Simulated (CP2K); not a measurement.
Two runs for the N K edge of 2-fluoropyrrole. Run A: CP2K XAS_TDP, all-electron GAPW, PBEh(45%), aug-cc-pVDZ, TDA, no relativity. Run B differs in one setting.

First lines with a strength over 0.0015. A:

| atom | energy (eV) | states | strength, one atom |
| --- | --- | --- | --- |
| N6 (bonded to 2 C and H) | 398.65 | 1 | 0.0331 |
|  | 399.31 | 1 | 0.0153 |
|  | 400.91 | 1 | 0.0020 |
|  | 401.16 | 1 | 0.0028 |
|  | 402.68 | 1 | 0.0042 |

B:

| atom | energy (eV) | states | strength, one atom |
| --- | --- | --- | --- |
| N6 (bonded to 2 C and H) | 403.57 | 1 | 0.0327 |
|  | 404.23 | 1 | 0.0151 |
|  | 405.83 | 1 | 0.0020 |
|  | 406.08 | 1 | 0.0028 |
|  | 407.60 | 1 | 0.0041 |

Which was it: GW2X switched on, the functional, the basis, scalar relativity switched on?

GW2X switched on. GW2X shifts an atom's lines together and keeps their spacings. Against PBEh(45%) in aug-cc-pVDZ, the leading line moves by +4.92 eV, to 403.57 eV.

[Hosts, paths, dates, database ids (printed as entryN), source tags and the programs' standing remarks are cut or masked in the printed files.]
